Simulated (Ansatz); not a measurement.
# Ca on Ni(111): change of the work function, part 3 of 3

How does one ordered layer of Ca (fcc site) change the work function of Ni(111), and what dipole does each adsorbate carry?

Ansatz 0.2.0; plane-wave DFT, PBE, Ansatz PAW.

So far, work function, upper face (eV): step 2 (the clean slab) 5.07.

**3. Adsorbate added (continued)**

Projected DOS per atom, spin up over height of the atomic layer and energy from the Fermi level. Layers: Ni4 Ni4 Ni4 Ni4 Ca from below.

Ten even steps from '0' (0.00 states/eV) to '9' (2.12 states/eV), each cell a mean:
```
00000
00000
00000
00001
00011
55670
97680
75550
74471
87680
45540
33330
25420
13310
02200
01100
00000
00000
00000
00000
00000
00000
```
Columns: height of the atomic layer (Å) from 9 to 17.3; rows upwards: energy from the Fermi level (eV) from -7.96 to 1.95.

Projected DOS per atom, spin down over height of the atomic layer and energy from the Fermi level. Layers: Ni4 Ni4 Ni4 Ni4 Ca from below.

Ten even steps from '0' (0.00 states/eV) to '9' (1.87 states/eV), each cell a mean:
```
00000
00000
11111
34321
98771
86680
65550
96770
76691
34451
34340
24420
13220
12210
01100
00000
00000
00000
00000
00000
00000
00000
```
Columns: height of the atomic layer (Å) from 9 to 17.3; rows upwards: energy from the Fermi level (eV) from -7.96 to 1.95.

Site moment by atom:

```
atom  site moment (μB)
 Ni1             0.705
 Ni2             0.714
 Ni3             0.670
 Ni4             0.450
 Ni5             0.705
 Ni6             0.712
 Ni7             0.670
 Ni8             0.450
 Ni9             0.705
Ni10             0.712
Ni11             0.670
Ni12             0.450
Ni13             0.702
Ni14             0.712
Ni15             0.655
Ni16             0.544
Ca17            -0.027
```

Spin density in the ca plane at fractional y = 0.167, with atoms of Ni and Ca within 0.2 Å of it.

Values in units of 1e-1 e/Å³, 7 rows by 16 columns, each cell a mean:
```
 0.3  0.1  0.0 -0.1  0.2  0.2  0.2  0.1  0.0  0.0  0.0  0.0  0.0  0.0  0.0  0.0
 0.0 -0.1  2.7  1.7  0.0  0.0  0.0  0.0  0.0  0.0  0.0  0.0  0.0  0.0  0.0  0.0
-0.1 -0.1  6.3  4.0 -0.1 -0.1 -0.1 -0.1  0.0  0.0  0.0  0.0  0.0  0.0  0.0  0.0
 0.2  0.1  0.1  0.1  0.1  0.1  0.1  0.1  0.0  0.0  0.0  0.0  0.0  0.0  0.0  0.0
 0.2  0.0  0.3  0.2  0.1  0.1  0.1  0.0  0.0  0.0  0.0  0.0  0.0  0.0  0.0  0.0
-0.1 -0.1  7.1  4.5 -0.1 -0.1 -0.1 -0.1 -0.1 -0.1  0.0  0.0  0.0  0.0  0.0  0.0
 0.0  0.0  1.9  1.2  0.0  0.0  0.0  0.0  0.0 -0.1  0.0  0.0  0.0  0.0  0.0  0.0
```
Columns run along c (16.0 Å, from fractional 0.31 to 0.91 of the cell), rows up along a (5.0 Å). Atoms in or near the plane, at fractional coordinates: Ni at (0.41, 0.17), Ni at (0.41, 0.67), Ca at (0.65, 0.17).

ELF in the ca plane at fractional y = 0.167, with atoms of Ni and Ca within 0.2 Å of it. It is the smooth field of the valence electrons, not physical close to the nuclei.

Values, 7 rows by 16 columns, each cell a mean:
```
0.20 0.20 0.22 0.23 0.20 0.20 0.20 0.22 0.18 0.12 0.10 0.28 0.15 0.03 0.00 0.00
0.23 0.23 0.28 0.26 0.23 0.21 0.21 0.25 0.29 0.18 0.26 0.26 0.10 0.02 0.00 0.00
0.28 0.26 0.37 0.31 0.27 0.24 0.24 0.29 0.30 0.25 0.29 0.24 0.09 0.02 0.00 0.00
0.20 0.20 0.22 0.22 0.20 0.20 0.20 0.21 0.22 0.07 0.15 0.28 0.13 0.03 0.00 0.00
0.19 0.20 0.22 0.22 0.20 0.20 0.20 0.22 0.28 0.53 0.10 0.27 0.18 0.04 0.00 0.00
0.29 0.27 0.38 0.32 0.27 0.24 0.25 0.30 0.57 0.82 0.25 0.25 0.22 0.04 0.01 0.00
0.22 0.22 0.26 0.24 0.22 0.21 0.21 0.25 0.43 0.77 0.16 0.26 0.20 0.04 0.01 0.00
```
Columns run along c (16.0 Å, from fractional 0.31 to 0.91 of the cell), rows up along a (5.0 Å). Atoms in or near the plane, at fractional coordinates: Ni at (0.41, 0.17), Ni at (0.41, 0.67), Ca at (0.65, 0.17).

Valence density in the ca plane at fractional y = 0.167, with atoms of Ni and Ca within 0.2 Å of it. It is the smooth field of the valence electrons, not physical close to the nuclei.

Ten steps, logarithmic in the rise over the least value, from '0' (0 e/Å³) to '9' (37 e/Å³), each cell a mean:
```
12321111111123211133210000000000000000000000
12321111111123211122210000000000000000000000
01111135531111111111100000000000000000000000
01111159962111100011100000000000000000000000
01111159962111100011100000000000000000000000
01111136631111111111100000000000000000000000
12321112211122211122110000000000000000000000
12321111111123311133210000000000000000000000
11211113321112211122110123210000000000000000
01111147741111110111101355420000000000000000
01111269962111100011101456530000000000000000
01111148851111110111101355420000000000000000
11211123321112111112110133210000000000000000
```
Columns run along c (16.0 Å, from fractional 0.31 to 0.91 of the cell), rows up along a (5.0 Å). Atoms in or near the plane, at fractional coordinates: Ni at (0.41, 0.17), Ni at (0.41, 0.67), Ca at (0.65, 0.17).

The relaxation took 6 steps and lowered the energy by 0.41 eV; the largest force on the free atoms ends at 0.0024 eV/Å.

By hand: a sheet of dipoles makes a step −p/(ε₀A) in the electron's potential. With e/ε₀ = 180.95 V·Å, p = 0.3093 e·Å and A = 21.46 Å², that is −180.95 × (0.3093) / 21.46 = -2.608 eV, and the two vacuum levels of the run differ by -2.608 eV.

The covered face has 2.46 eV, -2.61 eV against the clean one; the bare back face has moved by -0.01 eV, a measure of how thin the slab is.

**4. Work function against coverage**

This step: plane-wave DFT, PBE, Ansatz PAW; work function against coverage (Ansatz 0.2.0).

The runs are now put side by side.

This step gave:

```
work function of the clean face     : 5.072 eV
largest change of the work function : -2.611 eV
```

The work function of the covered face by coverage:

```
coverage (adsorbates/nm²)  work function of the covered face (eV)
                     0.00                                    5.07
                     4.66                                    2.46
```

The dipole per adsorbate comes from the change of the cell's dipole. Coverage, by row:

```
coverage (1/nm²)  coverage (ML)  work function (eV)  change (eV)  dipole per adsorbate, positive end outwards (debye)  mean height of the added atoms over the highest substrate atom (Å)
            4.66           0.25               2.461       -2.611                                                 1.48                                                               2.106
```

**5. Results**

```
work function of the clean face                        : 5.07 eV
work function at 0.25 ML                               : 2.46 eV
dipole per adsorbate at 0.25 ML, positive end outwards : 1.48 D
```

Ca lowers the work function of Ni(111) at the lowest coverage, by 2.61 eV: the adsorbate layer has its positive end outwards. One coverage alone was completed, so no trend follows. The slab has 4 layers, at the tabulated experimental lattice constant, one starting site was run, and quantum-size effects of a slab this thin can reach one or two tenths of an eV. The magnetic order is the one reached from the typed start; other orders were not compared.

[Long decimals in the printed logs are rounded to 6 places.]

[Logs are printed without paths, hosts, clocks, repeated set-up lines and the standing remarks that a program may print on its own settings, such as how far it seeks lower states.]

[Hosts, paths, dates, database ids (printed as entryN), source tags and the programs' standing remarks are cut or masked in the printed files.]

[Maps of the electrostatic potential energy from Ansatz leave out the sawtooth potential of an applied field or a dipole correction, so their vacuum need not be flat; planar profiles and work functions include it.]
